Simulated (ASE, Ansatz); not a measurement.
# Relaxing SnP2H16C6Cl2 (P-1) (108 atoms), part 2 of 2

Wanted: the relaxed structure of SnP2H16C6Cl2 (P-1) (108 atoms) and its electronic structure.

Ansatz 0.2.0; Kohn-Sham DFT, PBE+D4, PAW (set soft_2), plane waves.

The cell: 4 Sn, 64 H, 8 P, 24 C and 8 Cl. The Brillouin zone is sampled at Γ only, in a cell whose shortest periodic width is 7 Å.

So far. Step 3 (Relaxation): The relaxation changed the energy by -5.69 meV/atom, and atoms moved by 0.23 Å r.m.s., 0.46 Å at most.

## (5) Single point at the relaxed geometry

One more single point at the end of the walk gives the fuller output and checks the residual forces.

input.yaml reads:

```yaml
crystal:
  lattice:
    - [14.716, 0.0, 0.0]
    - [1.63296, 7.70894, 0.0]
    - [1.98796, 2.55023, 10.5161]
  atoms:
    - { symbol: Sn, position: [0.48868, 0.44182, 0.72535] }
    - { symbol: Sn, position: [0.01132, 0.55818, 0.27465] }
    - { symbol: H, position: [0.17074, 0.65993, 0.84959] }
    - { symbol: H, position: [0.32926, 0.34007, 0.15041] }
    - { symbol: H, position: [0.22089, 0.61416, 0.69759] }
    - { symbol: H, position: [0.27911, 0.38584, 0.30241] }
    - { symbol: H, position: [0.28143, 0.51357, 0.83444] }
    - { symbol: H, position: [0.21857, 0.48643, 0.16556] }
    - { symbol: H, position: [0.21103, 0.24653, 0.03368] }
    - { symbol: H, position: [0.28897, 0.75347, 0.96632] }
    - { symbol: H, position: [0.1062, 0.16488, 0.02946] }
    - { symbol: H, position: [0.3938, 0.83512, 0.97054] }
    - { symbol: H, position: [0.0983, 0.38352, 0.05302] }
    - { symbol: H, position: [0.4017, 0.61648, 0.94698] }
    - { symbol: H, position: [0.26311, 0.25538, 0.67469] }
    - { symbol: H, position: [0.23689, 0.74462, 0.32531] }
    - { symbol: H, position: [0.28627, 0.14008, 0.83023] }
    - { symbol: H, position: [0.21373, 0.85992, 0.16977] }
    - { symbol: H, position: [0.13844, 0.99586, 0.86036] }
    - { symbol: H, position: [0.36156, 0.00414, 0.13964] }
    - { symbol: H, position: [0.22206, 0.93656, 0.73467] }
    - { symbol: H, position: [0.27794, 0.06344, 0.26533] }
    - { symbol: H, position: [0.45568, 0.03925, 0.62165] }
    - { symbol: H, position: [0.04432, 0.96075, 0.37835] }
    - { symbol: H, position: [0.49175, 0.92254, 0.77285] }
    - { symbol: H, position: [0.00825, 0.07746, 0.22715] }
    - { symbol: H, position: [0.05783, 0.86926, 0.62872] }
    - { symbol: H, position: [0.44217, 0.13074, 0.37128] }
    - { symbol: H, position: [0.17676, 0.04534, 0.47931] }
    - { symbol: H, position: [0.32324, 0.95466, 0.52069] }
    - { symbol: H, position: [0.20388, 0.25384, 0.49017] }
    - { symbol: H, position: [0.29612, 0.74616, 0.50983] }
    - { symbol: H, position: [0.09924, 0.25133, 0.43201] }
    - { symbol: H, position: [0.40076, 0.74867, 0.56799] }
    - { symbol: P, position: [0.15, 0.37226, 0.83348] }
    - { symbol: P, position: [0.35, 0.62774, 0.16652] }
    - { symbol: P, position: [0.08508, 0.147, 0.65952] }
    - { symbol: P, position: [0.41492, 0.853, 0.34048] }
    - { symbol: C, position: [0.21278, 0.55889, 0.80049] }
    - { symbol: C, position: [0.28722, 0.44111, 0.19951] }
    - { symbol: C, position: [0.1406, 0.28245, 0.00477] }
    - { symbol: C, position: [0.3594, 0.71755, 0.99523] }
    - { symbol: C, position: [0.23005, 0.19388, 0.7698] }
    - { symbol: C, position: [0.26995, 0.80612, 0.2302] }
    - { symbol: C, position: [0.17526, 0.05035, 0.76591] }
    - { symbol: C, position: [0.32474, 0.94965, 0.23409] }
    - { symbol: C, position: [0.01633, 0.97635, 0.67242] }
    - { symbol: C, position: [0.48367, 0.02365, 0.32758] }
    - { symbol: C, position: [0.14812, 0.17628, 0.4996] }
    - { symbol: C, position: [0.35188, 0.82372, 0.5004] }
    - { symbol: Cl, position: [0.42506, 0.20797, 0.93373] }
    - { symbol: Cl, position: [0.07494, 0.79203, 0.06627] }
    - { symbol: Cl, position: [0.10764, 0.61355, 0.52505] }
    - { symbol: Cl, position: [0.39236, 0.38645, 0.47495] }
    - { symbol: Sn, position: [0.98868, 0.44182, 0.72535] }
    - { symbol: Sn, position: [0.51132, 0.55818, 0.27465] }
    - { symbol: H, position: [0.67074, 0.65993, 0.84959] }
    - { symbol: H, position: [0.82926, 0.34007, 0.15041] }
    - { symbol: H, position: [0.72089, 0.61416, 0.69759] }
    - { symbol: H, position: [0.77911, 0.38584, 0.30241] }
    - { symbol: H, position: [0.78143, 0.51357, 0.83444] }
    - { symbol: H, position: [0.71857, 0.48643, 0.16556] }
    - { symbol: H, position: [0.71103, 0.24653, 0.03368] }
    - { symbol: H, position: [0.78897, 0.75347, 0.96632] }
    - { symbol: H, position: [0.6062, 0.16488, 0.02946] }
    - { symbol: H, position: [0.8938, 0.83512, 0.97054] }
    - { symbol: H, position: [0.5983, 0.38352, 0.05302] }
    - { symbol: H, position: [0.9017, 0.61648, 0.94698] }
    - { symbol: H, position: [0.76311, 0.25538, 0.67469] }
    - { symbol: H, position: [0.73689, 0.74462, 0.32531] }
    - { symbol: H, position: [0.78627, 0.14008, 0.83023] }
    - { symbol: H, position: [0.71373, 0.85992, 0.16977] }
    - { symbol: H, position: [0.63844, 0.99586, 0.86036] }
    - { symbol: H, position: [0.86156, 0.00414, 0.13964] }
    - { symbol: H, position: [0.72206, 0.93656, 0.73467] }
    - { symbol: H, position: [0.77794, 0.06344, 0.26533] }
    - { symbol: H, position: [0.95568, 0.03925, 0.62165] }
    - { symbol: H, position: [0.54432, 0.96075, 0.37835] }
    [... 24 atom lines left out ...]
    - { symbol: C, position: [0.64812, 0.17628, 0.4996] }
    - { symbol: C, position: [0.85188, 0.82372, 0.5004] }
    - { symbol: Cl, position: [0.92506, 0.20797, 0.93373] }
    - { symbol: Cl, position: [0.57494, 0.79203, 0.06627] }
    - { symbol: Cl, position: [0.60764, 0.61355, 0.52505] }
    - { symbol: Cl, position: [0.89236, 0.38645, 0.47495] }
kpoints:
  mp_grid: { grid: [1, 1, 1] }
hamiltonian:
  xc: pbe
  dispersion: d4
scf:
  occupations: { method: gaussian, width: 0.025 }
output:
  forces: true
  stress: true
  populations: true
  dos:
    method: { smearing: { sigma: 0.1 } }
    de: 0.1
    projected: { site_lists: { C: [C], Cl: [Cl], H: [H], P: [P], Sn: [Sn] } }
  eigenvalues: true
  write_density: true
  write_potential: true
  volumetric_format: npy
```

Command:

```console
> ansatz run input.yaml --threads 4 --pin off --max-ram 8192MiB --backend cpu --events-out ev --progress --plain --runs-dir out
```

Numbers of over 12 decimals in the logs are rounded to 6 here.

Output:

```text
[...]
Crystal: 108 atoms, lattice volume = 1192.996 Å³
Basis set: ecut = 420 eV, 23335 PW (Γ), exchange–correlation on 200×108×150 points (8 copies of the dense FFT grid, shifted against one another)
Bands: 264, of which v1, the nominal top of the filled ones, is band 156 counted from 1 (155 counted from 0)
Symmetry: 4 space group operations
[...]
k-points: 1
[...]
SCF iter   1: F=—  HF=-45855.587010 eV  |F-HF|=—  |Δ(HF+E_count)|=         —  Δρ=3.42e-3  dr2=1.43e-1  ethr=1.77e-3  ⟨swp⟩=8.0  Hψ=1386  notcnv=0  defer=50
[...]
SCF iter   8: F=-45855.586367 eV  HF=-45855.586367 eV  |F-HF|=9.31e-10  |Δ(HF+E_count)|=   2.84e-7  Δρ=1.83e-6  dr2=6.32e-8  ethr=3.21e-11  ⟨swp⟩=22.0  Hψ=2732  notcnv=0
SCF 1 converged in 8 iterations: F = -45855.586367 eV  dr2 = 6.32e-8
[...]
SCF converged after 8 iterations
Free energy (F): -45855.586367 eV
[...]
Internal energy: -45855.586367 eV  (E = F + TS)
E sigma→0 (E₀):  -45855.586367 eV
Fermi energy:    3.588557 eV
[...]
--- Forces (eV/Å), atoms counted from 1 ---
  atom   1  Sn     0.01712185    -0.00144691    -0.02025245
  atom   2  Sn    -0.01712185     0.00144691     0.02025245
  atom   3  H     -0.00321251     0.00805970     0.00755514
  atom   4  H      0.00321251    -0.00805970    -0.00755514
  atom   5  H      0.00404254    -0.00122044    -0.00280062
  atom   6  H     -0.00404254     0.00122044     0.00280062
  atom   7  H      0.00841110    -0.00171121     0.00614056
  atom   8  H     -0.00841110     0.00171121    -0.00614056
  atom   9  H     -0.00005590     0.00114552     0.00472369
  atom  10  H      0.00005590    -0.00114552    -0.00472369
  atom  11  H     -0.00658095    -0.00514547    -0.00073446
  atom  12  H      0.00658095     0.00514547     0.00073446
  atom  13  H     -0.00433991     0.00651324     0.00915767
  atom  14  H      0.00433991    -0.00651324    -0.00915767
[...]
atom 107  Cl    -0.01976089    -0.00784393     0.00345592
  atom 108  Cl     0.01976089     0.00784393    -0.00345592
  max |Σ_I F_I| component: 3.47e-18 eV/Å
--- Stress (GPa, compression-positive) ---
        0.114356       0.044653       0.020992
        0.044654       0.591606      -0.098826
        0.020991      -0.098826       0.140508
  P = ⅓ Tr σ = 0.2822 GPa (2.822 kbar)
--- Band table (eV) ---
[...]
--- Löwdin populations: 108 sites ---
  site symbol       q [e]
     0     Sn     13.6291
     1     Sn     13.6291
     2      H      0.7921
[...]
107     Cl      7.5354
  spilling = 0.009897 (of n_electrons = 312.000000)
```

Run time: 13 s. Hardware: 4 threads of Arm Neoverse V2, shared host; peak memory 1.3 GiB; 49 s of CPU time.

The run gave:

```
free energy                                      : -45855.5864 eV
free energy per atom                             : -424.5888 eV/atom
SCF cycles                                       : 8
pressure                                         : 0.2822 GPa
r.m.s. force component                           : 0.00825 eV/Å
longest force                                    : 0.02656 eV/Å
Fermi energy                                     : 3.589 eV
gap (highest filled to lowest empty level) : 3.433 eV
spilling of the projection                       : 0.009897
```

Löwdin charges by element (they lack the spilled electrons, 0.029 e an atom on average):

```
element  coordination  atoms  mean charge (e)  spread   least    most
      C           all     24           -0.601  0.0891  -0.673  -0.474
     Cl           all      8           -0.536  7.0e-4  -0.537  -0.535
      H           all     64            0.204  0.0075   0.191   0.216
      P           all      8            0.910  0.0182   0.892   0.928
     Sn           all      4            0.371       0   0.371   0.371
```

States in the cell by windows of 1 eV, zero at the Fermi level; the larger projections on atomic orbitals stand beside the total:

```
from (eV)  to (eV)  total   C p   H s  Cl p  P p  Sn p  C s
      -14      -13    3.6   0.0   1.2   0.0  0.4   0.0  1.9
      -13      -12    8.0   1.3   2.2   0.0  0.6   0.0  3.3
      -12      -11    1.7   0.6   0.2   0.0  0.1   0.0  0.1
      -11      -10    6.6   2.2   1.0   0.0  0.3   0.2  0.6
      -10       -9    7.8   3.0   1.7   0.0  0.1   0.1  0.8
       -9       -8   16.6   8.5   3.4   0.3  2.3   0.1  0.1
       -8       -7   38.1  20.7  10.2   0.9  2.8   0.1  0.3
       -7       -6   41.2  24.1  13.4   0.6  1.2   0.2  0.1
       -6       -5   20.2  11.9   3.3   0.5  4.0   0.1  0.2
       -5       -4   19.6   7.2   2.7   5.7  2.3   1.3  0.1
       -4       -3   32.7   1.9   0.9  23.2  3.0   2.6  0.2
       -3       -2   17.9   1.1   0.5  11.0  3.0   1.0  0.1
       -2       -1    5.7   0.2   0.1   2.5  0.5   0.9  0.1
       -1        1    0.0   0.0   0.0   0.0  0.0   0.0  0.0
        1        2    7.7   0.4   0.4   0.3  0.9   4.2  0.3
        2        3   17.1   1.4   1.2   1.2  2.9   6.3  1.1
        3        4   25.6   3.3   4.2   0.4  5.6   2.8  2.7
        4        5   27.2   4.6   6.4   0.3  4.0   0.7  2.1
```

Between -22 and -14 eV lie 92 more states.

The levels nearest the highest filled one (over half full), pooled over k-points and spins:

```
level less the highest filled one (eV)  occupation
                                 -0.97           2
                                -0.799           2
                                -0.291           2
                                -0.230           2
                                -0.134           2
                                     0           2
                                  3.43           0
                                  3.55           0
                                  3.59           0
                                  3.66           0
                                  3.98           0
                                  4.01           0
```

Valence density in the ab plane at fractional z = 0.490, with atoms of H and C and Cl within 0.2 Å of it. It is the smooth field of the valence electrons, not physical close to the nuclei.

Ten even steps from '0' (0.0 e/Å³) to '9' (1.9 e/Å³), each cell a mean:
```
000000000000144200000000000000000144200000
000000000000157410000000000000000157410000
000000000000259841000000000000000259841000
000000000001379972000000000000001379972000
000010000001589863100000010000001589863100
001232100001464432000001232100001464432000
013687410000111110000013687410000111110000
013888620000000000000013888620000000000000
003788730000000000000003788730000000000000
001477520000000000000001477520000000000000
000123210000001221000000123210000001221000
000000000000013675210000000000000013675210
000000000000015868620000000000000015868620
000000000000015847730000000000000015847730
000000111000013788730000000111000013788730
000122345200001355410000122345200001355410
000257789510000011100000257789510000011100
000159996310000000000000159996310000000000
000036994100000000000000036994100000000000
000013794100000000000000013794100000000000
000001595100000000000000001595100000000000
000000243100011000000000000243100011000000
```
Columns run along a (14.7 Å), rows up along b (7.9 Å). Atoms in or near the plane, at fractional coordinates: H at (0.18, 0.05), H at (0.20, 0.25), C at (0.15, 0.18), C at (0.35, 0.82), Cl at (0.39, 0.39), H at (0.68, 0.05), H at (0.70, 0.25), C at (0.65, 0.18), C at (0.85, 0.82), Cl at (0.89, 0.39).

Electrostatic potential energy in the ab plane at fractional z = 0.490, with atoms of H and C and Cl within 0.2 Å of it. With pseudopotentials it is smooth inside the atoms' cores, unlike the true potential.

Ten even steps from '0' (-45 eV) to '9' (8 eV), each cell a mean:
```
999999988999856899999999999988999856899999
999999999999875789999999999999999875789999
999999999999851168999999999999999851168999
999999999999830028999999999999999830028999
999999999998551038999999999999998551038999
999888999998357678999999888999998357678999
998534799999889999999998534799999889999999
997300489999999999999997300489999999999999
998400389999999999999998400389999999999999
999743589999999999999999743589999999999999
999988899999999889999999988899999999889999
999999999999997435899999999999999997435899
999999999999995101599999999999999995101599
999999999999996100389999999999999996100389
999999998999998311489999999998999998311489
999988873589999865799999988873589999865799
999873242389999999999999873242389999999999
999960006799999999999999960006799999999999
999972006899999999999999972006899999999999
999997447999999999999999997447999999999999
999999615999999999999999999615999999999999
999999845899988999999999999845899988999999
```
Columns run along a (14.7 Å; values clipped at the 3rd and 97th percentile), rows up along b (7.9 Å). Atoms in or near the plane, at fractional coordinates: H at (0.18, 0.05), H at (0.20, 0.25), C at (0.15, 0.18), C at (0.35, 0.82), Cl at (0.39, 0.39), H at (0.68, 0.05), H at (0.70, 0.25), C at (0.65, 0.18), C at (0.85, 0.82), Cl at (0.89, 0.39).

Mean Löwdin charges: C -0.60, Cl -0.54, H +0.20, P +0.91, Sn +0.37 e (they miss 0.99 % of the electrons, so they add up to more than the cell's charge). The largest share in the top eV of filled states is Cl p (44 % of the projected weight), and in the lowest eV of empty states Sn p (48 % of the projected weight).

A closer look about C43, whose charge lies farthest from its element's mean: 15 atoms, nearest first, numbered in the order of the input, with positions taken from that point.

```
atom      x      y      z  distance (Å)  Löwdin charge (e)
 C43   0.00   0.00   0.00          0.00              -0.47
 H17   0.86  -0.26   0.64          1.10               0.21
 H15   0.40   0.23  -1.00          1.10               0.20
 C45  -1.05  -1.12  -0.04          1.53              -0.48
 P35  -0.76   1.54   0.67          1.84               0.89
 H21  -0.61  -2.07  -0.37          2.19               0.19
 H19  -1.49  -1.30   0.95          2.19               0.20
 P37  -2.43  -0.64  -1.16          2.77               0.93
 C41  -0.70   1.28   2.47          2.87              -0.66
 C39   0.40   2.89   0.32          2.94              -0.67
  H9   0.33   1.08   2.77          3.00               0.20
  H7   1.41   2.63   0.68          3.06               0.20
 H31  -0.84  -0.25  -2.94          3.07               0.21
 H11  -1.35   0.44   2.73          3.08               0.22
  H5   0.41   3.06  -0.76          3.18               0.21
```

## (6) A changed input

The input is spoilt on purpose; the run shows how that looks.

input.yaml, the sections that differ from step 5:

```yaml
crystal:
  lattice:
    - [14.716, 0.0, 0.0]
    - [1.63296, 7.70894, 0.0]
    - [1.98796, 2.55023, 10.5161]
  atoms:
    [... the 108 atom lines of step 2 ...]
scf:
  max_iter: 100
output:
  forces: true
# kpoints, hamiltonian: as in step 5
```

Output:

```text
Error: YAML parse error: `scf.occupations.method` is required: fixed only where the cell keeps a band gap throughout the run, explicit beside scf.occupations.values (under evaluate: without them), else a smearing such as fermi_dirac (scf.occupations.width is optional; its entry in the input reference gives the default)
```

Run time: 0.02 s. Hardware: 4 threads; peak memory 0.022 GiB; 0.02 s of CPU time.

The input was rejected at the start.

The program's message: “Error: YAML parse error: `scf.occupations.method` is required: fixed only where the cell keeps a band gap throughout the run, explicit beside scf.occupations.values (under evaluate: without them), els …”

The fault in the input: no occupation method (scf.occupations.method removed and scf.occupations.width removed). The fix is to set scf.occupations.method back to "gaussian" and set scf.occupations.width back to 0.025.

## (7) With scf.algorithm = "direct_min"

Changed here: scf.algorithm = "direct_min".

input.yaml, the sections that differ from step 6:

```yaml
scf:
  occupations: { method: gaussian, width: 0.025 }
  algorithm: direct_min
output:
  forces: true
  stress: true
  populations: intrinsic
  dos:
    method: { smearing: { sigma: 0.08 } }
    de: 0.1
    projected: { site_lists: { C: [C], Cl: [Cl], H: [H], P: [P], Sn: [Sn] } }
  eigenvalues: true
# crystal, kpoints, hamiltonian: as in step 6
```

Output:

```text
[...]
Crystal: 108 atoms, lattice volume = 1192.996 Å³
Basis set: ecut = 420 eV, 23335 PW (Γ), exchange–correlation on 200×108×150 points (8 copies of the dense FFT grid, shifted against one another)
Bands: 264, of which v1, the nominal top of the filled ones, is band 156 counted from 1 (155 counted from 0)
Symmetry: 4 space group operations
[...]
k-points: 1
[...]
SCF iter   1: F=—  HF=-45854.964685 eV  |F-HF|=—  |Δ(HF+E_count)|=         —  Δρ=3.44e-3  dr2=1.40e-1  ethr=1.77e-3  ⟨swp⟩=20.0  Hψ=1436  notcnv=0
[...]
SCF iter   5: F=—  HF=-45854.972210 eV  |F-HF|=—  |Δ(HF+E_count)|=   3.46e-6  Δρ=5.99e-6  dr2=4.76e-7  ethr=5.60e-9  ⟨swp⟩=5.0  Hψ=530  notcnv=0  defer=1
SCF iter   6: F=-45854.972210 eV  HF=-45854.972210 eV  |F-HF|=1.06e-8  |Δ(HF+E_count)|=   9.88e-8  Δρ=9.93e-7  dr2=1.23e-8  ethr=1.53e-10  ⟨swp⟩=4.0  Hψ=529  notcnv=0  defer=1
SCF 1 converged in 6 iterations: F = -45854.972210 eV  dr2 = 1.23e-8
  Residual-converged pass: ⟨swp⟩=3.0  Hψ=471  notcnv=0  max |occ|·‖R‖ = 6.0e-6 eV (tolerance 6.7e-6 eV)  dr2=1.31e-8  dr2_onsite=1.30e-9  max |Δocc| = 0.0e0
[...]
SCF converged after 6 iterations
Stability not checked: this state was not tested for a lower state beside it, because a direct minimisation reached the state, and no test of it is asked (direct_minimisation; see scf.lower_state_search)
Free energy (F): -45854.972210 eV
[...]
Internal energy: -45854.972210 eV  (E = F + TS)
E sigma→0 (E₀):  -45854.972210 eV
Fermi energy:    3.690982 eV
[...]
Σ components = -45854.972210   (vs F -45854.972210, Δ=0.00e0)
--- Forces (eV/Å), atoms counted from 1 ---
  atom   1  Sn    -0.32316120     0.16388350    -0.03875470
  atom   2  Sn     0.32316120    -0.16388350     0.03875470
  atom   3  H     -0.16386816     0.27047652     0.21295490
  atom   4  H      0.16386816    -0.27047652    -0.21295490
[...]
atom 108  Cl    -0.07732632    -0.12958049     0.01043247
  max |Σ_I F_I| component: 5.55e-17 eV/Å
--- Stress (GPa, compression-positive) ---
        2.269413       0.292496      -0.249954
        0.292496       2.442672      -0.259165
       -0.249953      -0.259164       2.010877
  P = ⅓ Tr σ = 2.2410 GPa (22.410 kbar)
--- Band table (eV) ---
[...]
--- intrinsic populations: 108 sites ---
  site symbol       q [e]
     0     Sn     13.6625
     1     Sn     13.6625
     2      H      0.8008
[...]
107     Cl      7.5803
  spilling = 0.000000 (of n_electrons = 312.000000)
```

Elapsed: 30 s, on 4 threads; peak memory 1.4 GiB.

Geometry and reference: those of the single point at the start.

Forces differ from those of the single point at the start by 0.024 meV/Å r.m.s., 0.014 % of their size. It took 2.5 times the reference's time, which goes against the count of work (plane waves, k-points, bands and cycles) (shared host, so rough).

## (8) Results

```yaml
energy_change_in_the_relaxation: -5.687 meV/atom
r_m_s_displacement: 0.232 Å
largest_displacement: 0.456 Å
free_energy_per_atom: -424.5888 eV/atom
density: 1.892 g/cm³
pressure: 0.2822 GPa
r_m_s_force_component: 0.00825 eV/Å
spacing_of_highest_filled_and_lowest_empty_level: 3.433 eV
wall_time_of_the_4_dft_runs: 1.9 min
```

Relaxation lowers the energy by 5.69 meV/atom and moves atoms by 0.23 Å r.m.s.; the r.m.s. force component goes from 0.18 to 0.0083 eV/Å, the pressure goes from 2.2 to 0.28 GPa, and the gap from 3.42 to 3.43 eV. First to last step the energy falls by 0.614 eV; the largest move, 0.46 Å, is that of H81, with 3 other atoms within 2 % of it. The highest filled and lowest empty levels differ by 3.43 eV at Γ alone; the mesh holds the band edges only if they fold onto it, so the gap at this level can be narrower or closed, while semilocal functionals tend to narrow gaps against experiment.

[Logs are printed without paths, hosts, clocks, repeated set-up lines and the standing remarks that a program may print on its own settings, such as how far it seeks lower states.]

[Hosts, paths, dates, database ids (printed as entryN), source tags and the programs' standing remarks are cut or masked in the printed files.]
